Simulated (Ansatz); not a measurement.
# How BP (F-43m) expands on warming, part 2 of 2

Aim: the lattice, expansion, heat capacity and bulk modulus of BP as it warms.

What experiment has found for this phase:
- volume expansion coefficient 9.6 1e-6/K near room temperature (given in “Thermal expansion coefficients of high thermal conducting BAs and BP materials (three times its linear coefficient)”, 2019, arxiv:1906.04101)

Ansatz 0.2.0; DFT r2SCAN, scalar-relativistic, plane waves, PAW.

So far. Step 2 (A first coarse run): The start is under -0.041 GPa at this level and looks like an insulator or semiconductor on this mesh. Step 4 (Tight relaxation): The residual pressure is -0.0018 GPa, small enough for phonons. The relaxed cell has a = 4.537 Å (conventional setting).

## Step 5: Phonons on strained cells

The study relaxes the crystal at several strains, solves the phonons on some of them and minimises the free energy at each temperature (static energy, vibrations, the electrons in a metal, and PV under a set pressure); the q-mesh sets how far the force constants reach.

File input.yaml:

```yaml
crystal:
  lattice:
    - [0.0, 2.2682668186, 2.2682668186]
    - [2.2682668186, 0.0, 2.2682668186]
    - [2.2682668186, 2.2682668186, 0.0]
  atoms:
    - { symbol: B, position: [0.0, 0.0, 0.0] }
    - { symbol: P, position: [0.25, 0.25, 0.25] }
kpoints:
  mp_grid: { grid: [12, 12, 12] }
hamiltonian:
  xc: r2scan
scf:
  occupations: { method: fixed }
output:
  eigenvalues: true
phonons:
  method: dfpt
  qmesh: [4, 4, 4]
  temperatures: { t_max: 800.0, t_step: 50 }
  thermal_expansion: {}
```

Started as:

```console
$ ansatz run input.yaml --threads 4 --pin off --max-ram 16384MiB --backend cpu --events-out ev --progress --plain --runs-dir out
```

Numbers of over 12 decimals in the logs are rounded to 6 here.

The log of the run:

```text
Warning: phonons: the dynamical matrix that this run interpolates holds no multipole term above the dipole-dipole one, and a site of this crystal is no centre of inversion, so its interpolated transverse optical and acoustic branches and sound speeds can stay off near Gamma, and the density of states and the thermodynamics with them. What a run solves at a wave vector of phonons.qpoints, Gamma apart, where the deck admits one, is free of this, and under fd what a larger phonons.supercell samples
[...]
Crystal: 2 atoms, lattice volume = 23.341 Å³
Basis set: ecut = 580 eV, 725 PW (Γ), exchange–correlation on 135×135×135 points (125 copies of the dense FFT grid, shifted against one another)
Bands: 8, of which v1, the nominal top of the filled ones, is band 4 counted from 1 (3 counted from 0)
Symmetry: 24 space group operations
[...]
k-points: 72 of 1728 (time reversal used)
[...]
SCF iter   1: F=—  HF=-916.651803 eV  |F-HF|=—  |Δ(HF+E_count)|=         —  Δρ=4.40e-3  dr2=2.28e-3  dr2_τ=1.31e-1  ethr=1.77e-3  ⟨swp⟩=5.1  Hψ=4242  notcnv=0  defer=134
[...]
SCF iter   9: F=-916.687891 eV  HF=-916.687891 eV  |F-HF|=4.55e-13  |Δ(HF+E_count)|=  1.25e-11  Δρ=6.55e-8  dr2=5.17e-13  dr2_τ=1.72e-14  ethr=1.00e-12  ⟨swp⟩=9.6  Hψ=3849  notcnv=0
SCF 1 converged in 9 iterations: F = -916.687891 eV  dr2 = 5.17e-13
[...]
relax step   1: F+E_penalty+E_count = -916.68789086 eV  Δ(F+E_penalty+E_count) = +0.000e0 eV  max|allowed force component| = 3.238e-16 eV/Å  Δτ_max = 0.0000 Å  (9 SCF iters, accepted)
SCF converged after 9 iterations
Free energy (F): -916.687891 eV
[...]
Internal energy: -916.687891 eV  (E = F + TS)
E sigma→0 (E₀):  -916.687891 eV
Fermi energy:    9.247463 eV
[...]
--- Stress (GPa, compression-positive) ---
       -0.000600       0.000000      -0.000000
       -0.000000      -0.000600       0.000000
        0.000000       0.000000      -0.000600
  P = ⅓ Tr σ = -0.0006 GPa (-0.006 kbar)
--- Band table (eV; the first three rows and the last of 72) ---
[...]
── thermal expansion: 3 new cells, 3 in all ──
thermal expansion: relaxation of cell 2
thermal expansion: relaxation of cell 3
── thermal expansion: 2 new cells, 5 in all ──
thermal expansion: relaxation of cell 4
thermal expansion: lower-state search of cell 4
thermal expansion: phonons of cell 4
thermal expansion: relaxation of cell 5
thermal expansion: phonons of cell 5
── thermal expansion: 5 new cells, 10 in all ──
thermal expansion: relaxation of cell 6
thermal expansion: relaxation of cell 7
thermal expansion: relaxation of cell 8
thermal expansion: relaxation of cell 9
thermal expansion: relaxation of cell 10
thermal expansion: phonons of cell 6
thermal expansion: phonons of cell 7
--- Relaxed structure (1 steps of the walk, 1 accepted, 0 SCFs on fresh bases) ---
  F+E_penalty+E_count = -916.68789086 eV   max|allowed force component| = 3.238e-16 eV/Å
  atoms:
    - { symbol: B, position: [0.0, 0.0, 0.0] }
    - { symbol: P, position: [0.25, 0.25, 0.25] }
--- Thermal expansion: 10 cells in 3 rounds, 0 GPa ---
  no lower state was reached at cell 4
  without vibrations: a 3.20781, b 3.20781, c 3.20781 Å, V 23.3405 Å³, B 169.45 GPa
  at 0 K: a 3.21699, b 3.21699, c 3.21699 Å, V 23.5416 Å³, B 166.05 GPa
  zero-point expansion: a +0.286, b +0.286, c +0.286, V +0.861 %
      T/K        a/Å        b/Å        c/Å       V/Å³ | expansion of a, b, c, V (1e-6/K)   | that of V in the mean from 25 °C | C_P, C_V (J/mol K of the cell) | B_T, B_S (GPa)
     0.00    3.21699    3.21699    3.21699    23.5416 |    0.00    0.00    0.00    0.00 |    3.39 |     0.000     0.000 |   166.05   166.05
   100.00    3.21702    3.21702    3.21702    23.5422 |    0.33    0.33    0.33    0.99 |    4.97 |     5.593     5.593 |   166.01   166.02
   200.00    3.21732    3.21732    3.21732    23.5488 |    1.65    1.65    1.65    4.95 |    7.18 |    18.756    18.745 |   165.66   165.76
   298.15    3.21808    3.21808    3.21808    23.5654 |    3.09    3.09    3.09    9.26 |       - |    29.143    29.083 |   164.93   165.27
   350.00    3.21864    3.21864    3.21864    23.5778 |    3.68    3.68    3.68   11.05 |   10.19 |    33.115    33.015 |   164.45   164.95
   450.00    3.21997    3.21997    3.21997    23.6071 |    4.52    4.52    4.52   13.56 |   11.65 |    38.487    38.295 |   163.42   164.24
   550.00    3.22153    3.22153    3.22153    23.6412 |    5.07    5.07    5.07   15.22 |   12.77 |    41.872    41.578 |   162.31   163.46
   650.00    3.22322    3.22322    3.22322    23.6786 |    5.45    5.45    5.45   16.36 |   13.66 |    44.098    43.698 |   161.16   162.63
   750.00    3.22503    3.22503    3.22503    23.7184 |    5.73    5.73    5.73   17.18 |   14.37 |    45.631    45.125 |   159.98   161.78
   800.00    3.22596    3.22596    3.22596    23.7390 |    5.84    5.84    5.84   17.51 |   14.68 |    46.226    45.667 |   159.39   161.34
  the static fit leaves 0.000 meV an atom of the energies and, of the stresses, 0.000 GPa of each cell's largest along a strain (root mean squares over the cells), whose Pulay part it has at -0.013 GPa
  vibrations' free energy: its fit passes through its cells
  the electrons' free energy at temperature is not in it: every band gap is over 0.83 eV
  free energies summed between the sampled wave vectors
  estimated error of the fitted expansion in any direction: up to 0.026e-6/K, at 800 K, with few degrees of freedom (an estimate, not a bound: it was exceeded on models of known expansion)
  by sums over the sampled wave vectors an expansion of the volume parts by up to 0.32e-6/K
  by a static energy of one degree less an expansion of the volume parts by up to 0.00e-6/K
  the FFT grids of the static calculations differ: 25 × 25 × 25, 27 × 27 × 27
  band gaps on the cells' k-points are 1.368 to 1.460 eV
```

Wall time 33 min (4 threads of Arm Neoverse V2, shared host); peak memory 1.7 GiB; 2.2 h of CPU time.

This step gave:

```
pressure                                         : -6.00e-4 GPa
volume expansion coefficient at 298 K            : 9.258 1e-6/K
C_P at 298 K                                     : 14.57 J/mol-atom/K
entropy at 298 K                                 : 9.724 J/mol-atom/K
isothermal bulk modulus at 298 K                 : 164.9 GPa
Grüneisen parameter at 298 K                     : 0.7451
volume at 298 K                                  : 11.78 Å³/atom
principal linear expansion coefficients at 298 K : 3.086, 3.086, 3.086 1e-6/K
```

Strained cells of the study; zero-point energy where phonons were solved; the pressures are stresses at a fixed cutoff and can carry an offset from the finite basis. Expansion cells, by row:

```tsv
cell	|a| (Å)	|b| (Å)	|c| (Å)	V (Å³/atom)	E - E_lowest (meV/atom)	pressure, compression positive (GPa)	gap (eV)	zero-point energy (meV/atom)
1	3.208	3.208	3.208	11.67	0	-0.013	1.411	-
2	3.233	3.233	3.233	11.95	3.478	-3.885	1.444	-
3	3.182	3.182	3.182	11.39	3.576	4.223	1.376	-
4	3.208	3.208	3.208	11.67	0	-0.041	1.411	102.5
5	3.224	3.224	3.224	11.85	1.401	-2.504	1.432	100.9
6	3.216	3.216	3.216	11.76	0.386	-1.336	1.422	101.7
7	3.233	3.233	3.233	11.95	3.347	-3.814	1.444	100.1
8	3.176	3.176	3.176	11.33	5.56	5.318	1.368	-
9	3.192	3.192	3.192	11.5	1.362	2.565	1.389	-
10	3.246	3.246	3.246	12.09	7.443	-5.577	1.46	-
```

Quasi-harmonic; a, b, c are the run's own cell vectors. Expansion, by row:

```tsv
T (K)	a (Å)	b (Å)	c (Å)	alpha (deg)	beta (deg)	gamma (deg)	cell volume (Å³/cell)	alpha_a (1e-6/K)	alpha_b (1e-6/K)	alpha_c (1e-6/K)	alpha_V (1e-6/K)	C_P (J/mol-atom/K)	C_V (J/mol-atom/K)	S (J/mol-atom/K)	B_T (GPa)	B_S (GPa)	Grueneisen	extrapolation	fit error (1e-6/K)
0	3.217	3.217	3.217	60	60	60	23.54	0	0	0	0	0	0	0	166.1	166.1	-	0	0
50	3.217	3.217	3.217	60	60	60	23.54	0.04	0.04	0.04	0.13	0.349	0.349	0.097	166.1	166.1	0.424	0	0
100	3.217	3.217	3.217	60	60	60	23.54	0.33	0.33	0.33	0.99	2.796	2.796	0.978	166	166	0.419	0	0
150	3.217	3.217	3.217	60	60	60	23.54	0.9	0.9	0.9	2.7	6.123	6.122	2.736	165.9	165.9	0.52	0	0
200	3.217	3.217	3.217	60	60	60	23.55	1.65	1.65	1.65	4.95	9.378	9.372	4.949	165.7	165.8	0.621	0	0
250	3.218	3.218	3.218	60	60	60	23.56	2.42	2.42	2.42	7.27	12.26	12.25	7.36	165.3	165.5	0.696	0	0.01
298.1	3.218	3.218	3.218	60	60	60	23.57	3.09	3.09	3.09	9.26	14.57	14.54	9.724	164.9	165.3	0.745	0	0.01
300	3.218	3.218	3.218	60	60	60	23.57	3.11	3.11	3.11	9.33	14.65	14.62	9.815	164.9	165.3	0.747	0	0.01
350	3.219	3.219	3.219	60	60	60	23.58	3.68	3.68	3.68	11.05	16.56	16.51	12.22	164.4	164.9	0.781	0	0.01
400	3.219	3.219	3.219	60	60	60	23.59	4.15	4.15	4.15	12.44	18.06	17.99	14.54	163.9	164.6	0.805	0	0.01
450	3.22	3.22	3.22	60	60	60	23.61	4.52	4.52	4.52	13.56	19.24	19.15	16.73	163.4	164.2	0.823	0	0.01
500	3.221	3.221	3.221	60	60	60	23.62	4.82	4.82	4.82	14.47	20.18	20.06	18.81	162.9	163.9	0.836	0	0.01
550	3.222	3.222	3.222	60	60	60	23.64	5.07	5.07	5.07	15.22	20.94	20.79	20.77	162.3	163.5	0.846	0	0.01
600	3.222	3.222	3.222	60	60	60	23.66	5.28	5.28	5.28	15.84	21.55	21.37	22.62	161.7	163.1	0.854	0	0.01
650	3.223	3.223	3.223	60	60	60	23.68	5.45	5.45	5.45	16.36	22.05	21.85	24.36	161.2	162.6	0.86	0	0.01
700	3.224	3.224	3.224	60	60	60	23.7	5.6	5.6	5.6	16.8	22.46	22.24	26.02	160.6	162.2	0.865	0	0.01
750	3.225	3.225	3.225	60	60	60	23.72	5.73	5.73	5.73	17.18	22.82	22.56	27.58	160	161.8	0.87	0	0.02
800	3.226	3.226	3.226	60	60	60	23.74	5.84	5.84	5.84	17.51	23.11	22.83	29.06	159.4	161.3	0.874	0	0.03
```

Table of expansion coefficient by temperature; values in 1e-6/K:

```tsv
temperature (K)	volume	principal 1
0	0	0
50	0.13	0.04
100	0.99	0.33
150	2.7	0.9
200	4.95	1.65
250	7.27	2.42
298	9.26	3.09
300	9.33	3.11
350	11.1	3.68
400	12.4	4.15
450	13.6	4.52
500	14.5	4.82
550	15.2	5.07
600	15.8	5.28
650	16.4	5.45
700	16.8	5.6
750	17.2	5.73
800	17.5	5.84
```

At 298 K the volume expansion is 9.26 × 10⁻⁶/K and B_T is 165 GPa. The program raised the cutoff to 580 eV by itself: with no cutoff typed, the study takes about 1.16 times the default for its relaxations and scales it with the volume for the phonons.

## Step 6: Outcome

```json
{
  "settings of these figures": "r2SCAN, 580 eV, k 12×12×12, q 4×4×4",
  "volume expansion coefficient at 298 K": "9.258 1e-6/K",
  "C_P at 298 K": "14.57 J/mol-atom/K",
  "entropy at 298 K": "9.724 J/mol-atom/K",
  "isothermal bulk modulus at 298 K": "164.9 GPa",
  "Grüneisen parameter at 298 K": "0.7451",
  "volume at 298 K": "11.78 Å³/atom",
  "principal linear expansion coefficients at 298 K": "3.086, 3.086, 3.086 1e-6/K"
}
```

What this shows: Near room temperature BP expands by 9.26 × 10⁻⁶/K in volume by r2SCAN, with C_P = 14.6 J/(mol K) per mole of atoms and B_T = 165 GPa. C_P at room temperature is 58 % of the classical 3R an atom, so the stiffest modes are still partly frozen out. A measured volume expansion coefficient near room temperature is 9.6 1e-6/K (arxiv:1906.04101); the calculated 9.26 1e-6/K differs by -4 %. The interpolation has no quadrupole term, so branches near the zone centre are less sure, since this crystal has sites that are not centres of inversion. The PAW files were made for PBE and are used here under another functional, for which the program regenerates the frozen cores.

[Logs are printed without paths, hosts, clocks, repeated set-up lines and the standing remarks that a program may print on its own settings, such as how far it seeks lower states.]

[Hosts, paths, dates, database ids (printed as entryN), source tags and the programs' standing remarks are cut or masked in the printed files.]

[A step with changed settings may run another functional than the one named; its input shows which.]
